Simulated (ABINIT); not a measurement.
# A GW chain in ABINIT: Tellurium (P3_121, 3 atoms a cell)

How does a plane-wave GW calculation on Tellurium (P3_121, 3 atoms a cell) run from the first input to the gap?

Program: ABINIT 10.8.3. Level of theory: PBE and many-body steps on it, plane waves. Results are calculated unless marked as measured.

The database entry behind the starting cell differs from later determinations by our own check (inner coordinate of an old entry), so it need not match the best structure at ambient conditions.

## 1. Starting point

It takes space group P3_121 (No. 152, trigonal). Conventional cell: a = 4.454 Å, b = 4.454 Å, c = 5.924 Å, α = 90.00°, β = 90.00°, γ = 120.00°. Te has 2 Te at 2.86 Å nearest.

The cell and positions come from the Crystallography Open Database and are kept as given unless a step says otherwise. Spin-orbit coupling is left out unless a step names it.

## 2. Ground state

This step: ABINIT 10.8.3; DFT, PBE, plane waves, norm-conserving pseudopotentials.

The ground-state density comes first.

The input, run.abi:

```
acell 3*1.0 Angstrom
rprim 
  4.454000000025 -0.000000000006 0.000000000000
  -2.227000000008 3.857277148481 0.000000000000
  0.000000000000 0.000000000000 5.924000000000
ntypat 1
znucl 52
natom 3
typat 1 1 1
xred 
  0.269000000000 0.000000000000 0.333333333333
  0.000000000000 0.269000000000 0.666666666667
  0.731000000000 0.731000000000 -0.000000000000
pp_dirpath "pseudos"
pseudos "Te.upf"
ecut 39
ngkpt 3 3 4
nshiftk 1
shiftk 0 0 0
kptopt 1
chksymbreak 0
nband 41
occopt 1
tolvrs 1e-08
nstep 60
prtwf 0
optforces 0
optstress 0
indata_prefix "in"
outdata_prefix "out"
tmpdata_prefix "tmp"
```

Launch:

```sh
OMP_NUM_THREADS=1 mpirun -n 4 abinit run.abi > log
```

Numbers of over 12 decimals in the logs are rounded to 6 here.

The program printed:

```text
.Version 10.8.3 of ABINIT. v10.8.2 released Aug 2026.

 Symmetries : space group P3_1 2 1 (#152); Bravais hP (primitive hexag.)
================================================================================
 Values of the parameters that define the memory need of the present run
     intxc =       0    ionmov =       0      iscf =       7    lmnmax =       8
     lnmax =       8     mgfft =      64  mpssoang =       4    mqgrid =    3148
     natom =       3  nloc_mem =       1    nspden =       1   nspinor =       1
    nsppol =       1      nsym =       6    n1xccc =    2501    ntypat =       1
    occopt =       1   xclevel =       2
-    mband =          41        mffmem =           1         mkmem =           3
       mpw =        8010          nfft =      147456          nkpt =          10
================================================================================
  Rough estimation (10% accuracy) of disk space for files :
================================================================================

--------------------------------------------------------------------------------
------------- Echo of variables that govern the present computation ------------
--------------------------------------------------------------------------------
 -outvars: echo values of preprocessed input variables --------
            acell      1.8897261259E+00  1.8897261259E+00  1.8897261259E+00 Bohr

      chksymbreak           0
             ecut      3.90000000E+01 Hartree
-          fftalg         312

              ixc     -101130
              kpt      0.00000000E+00  0.00000000E+00  0.00000000E+00
                       3.33333333E-01  0.00000000E+00  0.00000000E+00
                       3.33333333E-01  3.33333333E-01  0.00000000E+00
                       0.00000000E+00  0.00000000E+00  2.50000000E-01
                       3.33333333E-01  0.00000000E+00  2.50000000E-01
                      -3.33333333E-01  0.00000000E+00  2.50000000E-01
                       3.33333333E-01  3.33333333E-01  2.50000000E-01
                       0.00000000E+00  0.00000000E+00  5.00000000E-01
                       3.33333333E-01  0.00000000E+00  5.00000000E-01
                       3.33333333E-01  3.33333333E-01  5.00000000E-01
         kptrlatt        3    0    0      0    3    0      0    0    4
          kptrlen      2.52505205E+01
P           mkmem           3
            natom           3
            nband          41
            ngfft          48      48      64
             nkpt          10
            nstep          60
             nsym           6
           ntypat           1
              occ      2.000000  2.000000  2.000000  2.000000  2.000000  2.000000
                       2.000000  2.000000  2.000000  2.000000  2.000000  2.000000
                       2.000000  2.000000  2.000000  2.000000  2.000000  2.000000
                       2.000000  2.000000  2.000000  2.000000  2.000000  2.000000
                       2.000000  2.000000  2.000000  2.000000  2.000000  2.000000
                       2.000000  2.000000  2.000000  2.000000  2.000000  2.000000
                       0.000000  0.000000  0.000000  0.000000  0.000000
        optforces           0
        optstress           0
            prtwf           0
            rprim      4.4540000000E+00 -6.0000000000E-12  0.0000000000E+00
                      -2.2270000000E+00  3.8572771485E+00  0.0000000000E+00
[...]
spgroup         152

           tolvrs      1.00000000E-08

             xred      2.6900000000E-01  1.8503717077E-17  3.3333333333E-01
[...]
znucl       52.00000

================================================================================

 chkinp: Checking input parameters for consistency.

================================================================================
== DATASET  1 ==================================================================
-   mpi_nproc: 4, omp_nthreads: 1 (-1 if OMP is not activated)

--- !DatasetInfo
iteration_state: {dtset: 1, }
dimensions: {natom: 3, nkpt: 10, mband: 41, nsppol: 1, nspinor: 1, nspden: 1, mpw: 8010, }
cutoff_energies: {ecut:  39.0, pawecutdg:  -1.0, }
electrons: {nelect:   7.20000000E+01, charge:   0.00000000E+00, occopt:   1.00000000E+00, tsmear:   1.00000000E-02, }

 Real(R)+Recip(G) space primitive vectors, cartesian coordinates (Bohr,Bohr^-1):
 R(1)=  8.4168402  0.0000000  0.0000000  G(1)=  0.1188094  0.0685947  0.0000000
 R(2)= -4.2084201  7.2891974  0.0000000  G(2)=  0.0000000  0.1371893  0.0000000
 R(3)=  0.0000000  0.0000000 11.1947376  G(3)=  0.0000000  0.0000000  0.0893277
 Unit cell volume ucvol=  6.8681965E+02 bohr^3
 Angles (23,13,12)=  9.00000000E+01  9.00000000E+01  1.20000000E+02 degrees

 getcut: wavevector=  0.0000  0.0000  0.0000  ngfft=  48  48  64
         ecut(hartree)=     39.000   => boxcut(ratio)=   2.02859

--- Pseudopotential description ------------------------------------------------
- Te Generated using ONCVPSP code by D. R. Hamann
- 52.00000  24.00000  220131                  znucl, zion, pspdat
12 -101130 3 -1 1294                          pspcod,pspxc,lmax,lloc,mmax
     nproj     2     2     2     2
  pspatm : epsatm=   28.89495404
         --- l  ekb(1:nproj) -->
[...]
pspatm: atomic psp has been read  and splines computed

   6.24131007E+03                                ecore*ucvol(ha*bohr**3)
--------------------------------------------------------------------------------

_setup2: Arith. and geom. avg. npw (full set) are    7987.639    7987.626

================================================================================

--- !BeginCycle
iteration_state: {dtset: 1, }
solver: {iscf: 7, nstep: 60, nline: 4, wfoptalg: 0, }
tolerances: {tolvrs: 1.00E-08, }

     iter   Etot(hartree)      deltaE(h)  residm     vres2
 ETOT  1  -839.08343190695    -8.391E+02 9.747E-01 1.712E+01
 ETOT  2  -841.45445478324    -2.371E+00 1.937E-02 7.743E+00
 ETOT  3  -841.45650271447    -2.048E-03 1.751E-03 2.356E+00
 ETOT  4  -841.45664000663    -1.373E-04 3.909E-04 5.896E-01
 ETOT  5  -841.45678481902    -1.448E-04 3.060E-05 4.314E-03
 ETOT  6  -841.45678500668    -1.877E-07 1.090E-05 6.003E-04
 ETOT  7  -841.45678508897    -8.229E-08 1.102E-06 1.361E-05
 ETOT  8  -841.45678509048    -1.507E-09 5.180E-07 1.320E-06
 ETOT  9  -841.45678509072    -2.358E-10 6.215E-08 1.394E-07
 ETOT 10  -841.45678509072    -2.615E-12 3.190E-08 5.746E-10

 At SCF step   10       vres2   =  5.75E-10 < tolvrs=  1.00E-08 =>converged.

--- !ResultsGS
iteration_state: {dtset: 1, }
comment   : Summary of ground state results
lattice_vectors:
- [  8.4168402,  -0.0000000,   0.0000000, ]
- [ -4.2084201,   7.2891974,   0.0000000, ]
- [  0.0000000,   0.0000000,  11.1947376, ]
lattice_lengths: [   8.41684,    8.41684,   11.19474, ]
lattice_angles: [ 90.000,  90.000, 120.000, ] # degrees, (23, 13, 12)
lattice_volume:   6.8681965E+02
convergence: {deltae: -2.615E-12, res2:  5.746E-10, residm:  3.190E-08, diffor:  0.000E+00, }
etotal    :  -8.41456785E+02
entropy   :   0.00000000E+00
fermie    :   2.51304514E-01
cartesian_stress_tensor: null
pressure_GPa: null
xred      :
- [  2.6900E-01,   1.8504E-17,   3.3333E-01, Te]
- [  4.1791E-18,   2.6900E-01,   6.6667E-01, Te]
- [  7.3100E-01,   7.3100E-01,   9.2519E-18, Te]
cartesian_forces: null
force_length_stats: {min: null, max: null, mean: null, }

 Integrated electronic density in atomic spheres:
 ------------------------------------------------
 Atom  Sphere_radius  Integrated_density
[...]
2        2.00000         19.88490079
    3        2.00000         19.90733743
================================================================================

 ----iterations are completed or convergence reached----

 Mean square residual over all n,k,spin=   10.251E-11; max=  31.895E-09
 reduced coordinates (array xred) for    3 atoms
       0.269000000000      0.000000000000      0.333333333333
       0.000000000000      0.269000000000      0.666666666667
       0.731000000000      0.731000000000      0.000000000000
 rms dE/dt=  0.0000E+00; max dE/dt=  0.0000E+00; dE/dt below (all hartree)
    1       0.000000000000      0.000000000000      0.000000000000
    2       0.000000000000      0.000000000000      0.000000000000
    3       0.000000000000      0.000000000000      0.000000000000

 cartesian coordinates (angstrom) at end:
    1      1.198126    -1.61e-12     1.974667
    2     -0.599063     1.037608     3.949333
    3      1.627937     2.819670     0.000000
 length scales=  1.889726125908  1.889726125908  1.889726125908 bohr
              =  1.000000000000  1.000000000000  1.000000000000 angstroms
 prteigrs : about to open file out_EIG
 Fermi (or HOMO) energy (hartree) =   0.25130   Average Vxc (hartree)=  -0.35721
 Eigenvalues (hartree) for nkpt=  10  k points:
 kpt#   1, nband= 41, wtk=  0.02778, kpt=  0.0000  0.0000  0.0000 (reduced coord)
  -5.63044   -5.63044   -5.63044   -3.79578   -3.79578   -3.79569   -3.79476   -3.79470
  -3.79470   -3.78907   -3.78907   -3.78906   -1.12317   -1.12317   -1.12142   -1.12138
  -1.12138   -1.11863   -1.11651   -1.11641   -1.11641   -1.11560   -1.11536   -1.11536
  -1.11467   -1.11365   -1.11365   -0.24880   -0.12766   -0.12766    0.13905    0.15038
   0.15038    0.18985    0.18985    0.22019    0.28870    0.28870    0.31049    0.43568
   0.43568
 prteigrs : prtvol=0 or 1, do not print more k-points.

--- !EnergyTerms
iteration_state     : {dtset: 1, }
comment             : Components of total free energy in Hartree
kinetic             :  2.83680428112673E+02
hartree             :  2.98008347443389E+02
xc                  : -1.08425684415093E+02
Ewald energy        : -3.96916999249850E+02
psp_core            :  9.08726201339740E+00
local_psp           : -8.84224890416059E+02
non_local_psp       : -4.26652485791754E+01
total_energy        : -8.41456785090719E+02
total_energy_eV     : -2.28972055884050E+04
band_energy         : -1.34797608331637E+02

== END DATASET(S) ==============================================================
================================================================================

 -outvars: echo values of variables after computation  --------
           etotal     -8.4145678509E+02
            nband          41
             nkpt          10
          spgroup         152
 [... the other variables as echoed above ...]

 Calculation completed.
```

Run time: 42 s. Hardware: 4 MPI ranks of Arm Neoverse V1, shared host; peak memory 0.41 GiB.

Numbers from this step:

```yaml
total_energy: -22897.2056 eV
gap: 0.1888 eV
k_of_the_valence_top: 0.3333, 0.3333, 0.5
k_of_the_conduction_bottom: 0.3333, 0.3333, 0.5
least_direct_gap: 0.1888 eV
```

The gap is direct, at (0.333, 0.333, 0.500).

## 3. Bands along the symmetry lines

Levels along a band path, at the cheap level, show where the edges lie and whether the meshes to come will hold them.

The input, run.abi:

```
acell 3*1.0 Angstrom
rprim 
  4.454000000025 -0.000000000006 0.000000000000
  -2.227000000008 3.857277148481 0.000000000000
  0.000000000000 0.000000000000 5.924000000000
ntypat 1
znucl 52
natom 3
typat 1 1 1
xred 
  0.269000000000 0.000000000000 0.333333333333
  0.000000000000 0.269000000000 0.666666666667
  0.731000000000 0.731000000000 -0.000000000000
pp_dirpath "pseudos"
pseudos "Te.upf"
ecut 39
iscf -2
irdden 1
kptopt 0
nkpt 39
kpt 
  0.00000000 0.00000000 0.00000000
  0.12500000 0.00000000 0.00000000
  0.25000000 0.00000000 0.00000000
  0.37500000 0.00000000 0.00000000
  0.50000000 0.00000000 0.00000000
  0.45833333 0.08333333 0.00000000
  0.41666666 0.16666666 0.00000000
  0.37500000 0.25000000 0.00000000
  0.33333333 0.33333333 0.00000000
  0.25000000 0.25000000 0.00000000
  0.16666666 0.16666666 0.00000000
  0.08333333 0.08333333 0.00000000
  0.00000000 0.00000000 0.00000000
  0.00000000 0.00000000 0.12500000
  0.00000000 0.00000000 0.25000000
  0.00000000 0.00000000 0.37500000
  0.00000000 0.00000000 0.50000000
  0.12500000 0.00000000 0.50000000
  0.25000000 0.00000000 0.50000000
  0.37500000 0.00000000 0.50000000
  0.50000000 0.00000000 0.50000000
  0.45833333 0.08333333 0.50000000
  0.41666666 0.16666666 0.50000000
  0.37500000 0.25000000 0.50000000
  0.33333333 0.33333333 0.50000000
  0.25000000 0.25000000 0.50000000
  0.16666666 0.16666666 0.50000000
  0.08333333 0.08333333 0.50000000
  0.00000000 0.00000000 0.50000000
  0.50000000 0.00000000 0.50000000
  0.50000000 0.00000000 0.37500000
  0.50000000 0.00000000 0.25000000
  0.50000000 0.00000000 0.12500000
  0.50000000 0.00000000 0.00000000
  0.33333333 0.33333333 0.50000000
  0.33333333 0.33333333 0.37500000
  0.33333333 0.33333333 0.25000000
  0.33333333 0.33333333 0.12500000
  0.33333333 0.33333333 0.00000000
istwfk *1
nband 43
nbdbuf 2
tolwfr 1e-08
nstep 40
prtwf 0
prtvol 0
indata_prefix "in"
outdata_prefix "out"
tmpdata_prefix "tmp"
```

The program printed:

```text
.Version 10.8.3 of ABINIT. v10.8.2 released Aug 2026.

 Symmetries : space group P3_1 2 1 (#152); Bravais hP (primitive hexag.)
[... echo of the input left out ...]
== DATASET  1 ==================================================================
-   mpi_nproc: 4, omp_nthreads: 1 (-1 if OMP is not activated)

--- !DatasetInfo
iteration_state: {dtset: 1, }
dimensions: {natom: 3, nkpt: 39, mband: 43, nsppol: 1, nspinor: 1, nspden: 1, mpw: 8030, }
cutoff_energies: {ecut:  39.0, pawecutdg:  -1.0, }
electrons: {nelect:   7.20000000E+01, charge:   0.00000000E+00, occopt:   1.00000000E+00, tsmear:   1.00000000E-02, }

 Real(R)+Recip(G) space primitive vectors, cartesian coordinates (Bohr,Bohr^-1):
 R(1)=  8.4168402  0.0000000  0.0000000  G(1)=  0.1188094  0.0685947  0.0000000
 R(2)= -4.2084201  7.2891974  0.0000000  G(2)=  0.0000000  0.1371893  0.0000000
 R(3)=  0.0000000  0.0000000 11.1947376  G(3)=  0.0000000  0.0000000  0.0893277
 Unit cell volume ucvol=  6.8681965E+02 bohr^3
 Angles (23,13,12)=  9.00000000E+01  9.00000000E+01  1.20000000E+02 degrees

 getcut: wavevector=  0.0000  0.0000  0.0000  ngfft=  48  48  64
         ecut(hartree)=     39.000   => boxcut(ratio)=   2.02859

--- Pseudopotential description ------------------------------------------------
- Te Generated using ONCVPSP code by D. R. Hamann
- 52.00000  24.00000  220131                  znucl, zion, pspdat
12 -101130 3 -1 1294                          pspcod,pspxc,lmax,lloc,mmax
     nproj     2     2     2     2
  pspatm : epsatm=   28.89495404
         --- l  ekb(1:nproj) -->
             0    9.158100   -0.350391
             1    3.254928   -0.666646
             2   -3.247931   -0.911641
[...]
pspatm: atomic psp has been read  and splines computed

--------------------------------------------------------------------------------

================================================================================
 prteigrs : about to open file out_EIG
 Non-SCF case, kpt    1 (  0.00000  0.00000  0.00000), residuals and eigenvalues=
  5.79E-09  9.92E-09  4.90E-09  6.29E-09  2.38E-09  3.12E-09  3.15E-09  6.17E-09
  4.66E-09  5.50E-09  3.32E-09  6.87E-09  4.44E-09  2.71E-09  4.46E-09  4.50E-09
  7.04E-09  6.72E-09  9.37E-09  3.66E-09  2.82E-09  6.25E-09  3.91E-09  4.26E-09
[...]
-5.6304E+00 -5.6304E+00 -5.6304E+00 -3.7958E+00 -3.7958E+00 -3.7957E+00
 -3.7948E+00 -3.7947E+00 -3.7947E+00 -3.7891E+00 -3.7891E+00 -3.7891E+00
 -1.1232E+00 -1.1232E+00 -1.1214E+00 -1.1214E+00 -1.1214E+00 -1.1186E+00
[...]
4.8490E-01
 Non-SCF case, kpt    2 (  0.12500  0.00000  0.00000), residuals and eigenvalues=
[...]
4.8910E-01
 Non-SCF case, kpt    3 (  0.25000  0.00000  0.00000), residuals and eigenvalues=
[...]
5.1855E-01
[...]
Non-SCF case, kpt   38 (  0.33333  0.33333  0.12500), residuals and eigenvalues=
[...]
5.7839E-01
 Non-SCF case, kpt   39 (  0.33333  0.33333  0.00000), residuals and eigenvalues=
[...]
8.6932E-02  8.6932E-02  1.3842E-01  1.3842E-01  1.4330E-01  1.5207E-01
  3.5690E-01  3.5690E-01  3.6765E-01  4.3093E-01  4.6661E-01  4.6661E-01
  5.7046E-01

--- !ResultsGS
iteration_state: {dtset: 1, }
comment   : Summary of ground state results
lattice_vectors:
- [  8.4168402,  -0.0000000,   0.0000000, ]
- [ -4.2084201,   7.2891974,   0.0000000, ]
- [  0.0000000,   0.0000000,  11.1947376, ]
lattice_lengths: [   8.41684,    8.41684,   11.19474, ]
lattice_angles: [ 90.000,  90.000, 120.000, ] # degrees, (23, 13, 12)
lattice_volume:   6.8681965E+02
convergence: {deltae:  0.000E+00, res2:  0.000E+00, residm:  9.980E-09, diffor:  0.000E+00, }
etotal    :  -8.41456785E+02
entropy   :   0.00000000E+00
fermie    :   2.51304514E-01
cartesian_stress_tensor: null
pressure_GPa: null
xred      :
- [  2.6900E-01,   1.8504E-17,   3.3333E-01, Te]
- [  4.1791E-18,   2.6900E-01,   6.6667E-01, Te]
- [  7.3100E-01,   7.3100E-01,   9.2519E-18, Te]
cartesian_forces: null
force_length_stats: {min: null, max: null, mean: null, }

 Integrated electronic density in atomic spheres:
 ------------------------------------------------
 Atom  Sphere_radius  Integrated_density
[...]
================================================================================

 ----iterations are completed or convergence reached----

 Mean square residual over all n,k,spin=   47.280E-10; max=  99.797E-10
 reduced coordinates (array xred) for    3 atoms
[...]
cartesian coordinates (angstrom) at end:
    1      1.198126    -1.61e-12     1.974667
    2     -0.599063     1.037608     3.949333
    3      1.627937     2.819670     0.000000
 length scales=  1.889726125908  1.889726125908  1.889726125908 bohr
              =  1.000000000000  1.000000000000  1.000000000000 angstroms
 prteigrs : about to open file out_EIG
 Eigenvalues (hartree) for nkpt=  39  k points:
 kpt#   1, nband= 43, wtk=  1.00000, kpt=  0.0000  0.0000  0.0000 (reduced coord)
[...]
kpt#   2, nband= 43, wtk=  1.00000, kpt=  0.1250  0.0000  0.0000 (reduced coord)
[...]
kpt#   3, nband= 43, wtk=  1.00000, kpt=  0.2500  0.0000  0.0000 (reduced coord)
[...]
kpt#  38, nband= 43, wtk=  1.00000, kpt=  0.3333  0.3333  0.1250 (reduced coord)
[...]
0.46005    0.47153    0.57839
 kpt#  39, nband= 43, wtk=  1.00000, kpt=  0.3333  0.3333  0.0000 (reduced coord)
[...]
-1.11514   -1.11342   -1.11342   -0.20323   -0.14123   -0.14123    0.08693    0.08693
   0.13842    0.13842    0.14330    0.15207    0.35690    0.35690    0.36765    0.43093
   0.46661    0.46661    0.57046

== END DATASET(S) ==============================================================
================================================================================

 -outvars: echo values of variables after computation  --------
            nband          43
             nkpt          39
          spgroup         152
 [... the other variables as echoed above ...]

 Calculation completed.
```

It took 61 s on 4 MPI ranks; peak memory 0.49 GiB.

Numbers from this step:

- gap: 0.1888 eV
- k of the valence top: 0.3333, 0.3333, 0.5
- k of the conduction bottom: 0.3333, 0.3333, 0.5
- least direct gap: 0.1888 eV

The gap is 0.189 eV, as in the run before at this level.

Electronic bands along the path, in eV, zero at the top of the highest filled band:

```tsv
point	band 33	band 34	band 35	band 36	band 37	band 38	band 39	band 40
Γ	-2.75	-1.67	-1.67	-0.85	1.02	1.02	1.61	5.02
halfway	-3.38	-1.54	-0.98	-0.81	0.85	1.07	1.90	3.82
M	-3.59	-3.51	-1.02	-0.81	0.85	0.91	2.96	3.73
halfway	-3.44	-3.37	-1.92	-1.88	1.78	2.10	3.52	3.76
K	-3.07	-3.07	-2.94	-2.70	2.87	2.87	3.17	4.89
halfway	-3.01	-1.86	-1.36	-1.34	1.52	1.56	1.88	4.26
Γ	-2.75	-1.67	-1.67	-0.85	1.02	1.02	1.61	5.02
halfway	-2.51	-1.49	-1.45	-0.87	0.68	0.73	1.09	4.42
A	-2.66	-1.32	-1.02	-1.02	0.48	0.50	0.50	4.05
halfway	-3.12	-2.06	-1.90	-1.37	1.30	1.84	2.20	4.47
L	-3.63	-2.45	-2.12	-0.20	0.75	1.96	2.56	4.58
halfway	-4.37	-1.43	-1.32	-0.11	0.73	1.59	2.04	4.95
H	-5.01	-0.96	0.00	0.00	0.19	1.33	1.33	5.94
halfway	-3.70	-1.96	-1.68	-0.76	0.76	2.13	2.27	4.64
A	-2.66	-1.32	-1.02	-1.02	0.48	0.50	0.50	4.05
jump to L	-3.63	-2.45	-2.12	-0.20	0.75	1.96	2.56	4.58
halfway	-3.59	-2.07	-1.72	-1.44	1.21	1.91	2.64	3.72
M	-3.59	-3.51	-1.02	-0.81	0.85	0.91	2.96	3.73
jump to H	-5.01	-0.96	0.00	0.00	0.19	1.33	1.33	5.94
halfway	-4.20	-2.50	-1.53	-1.12	1.80	2.36	2.44	5.35
K	-3.07	-3.07	-2.94	-2.70	2.87	2.87	3.17	4.89
```

(Continued in part 2 of 2.)

[Paths, hosts, dates, memory and timing lines, banners, echoed tables and standing remarks are left out of the program output.]

[Logs are printed without paths, hosts, clocks, repeated set-up lines and the standing remarks that a program may print on its own settings, such as how far it seeks lower states.]

[Runs of the session that timed out or met a known fault of the program may be left out.]

[Hosts, paths, dates, database ids (printed as entryN), source tags and the programs' standing remarks are cut or masked in the printed files.]

[G0W0 gaps are taken among the corrected bands and points alone; a level outside them can change the order at an edge.]

[Where Ansatz stands beside ABINIT at settings called matched, ABINIT's density can come from a denser mesh and the files from another edition; pairs whose starting gaps differed by over 0.03 eV were left out, so agreement reads better than it is.]
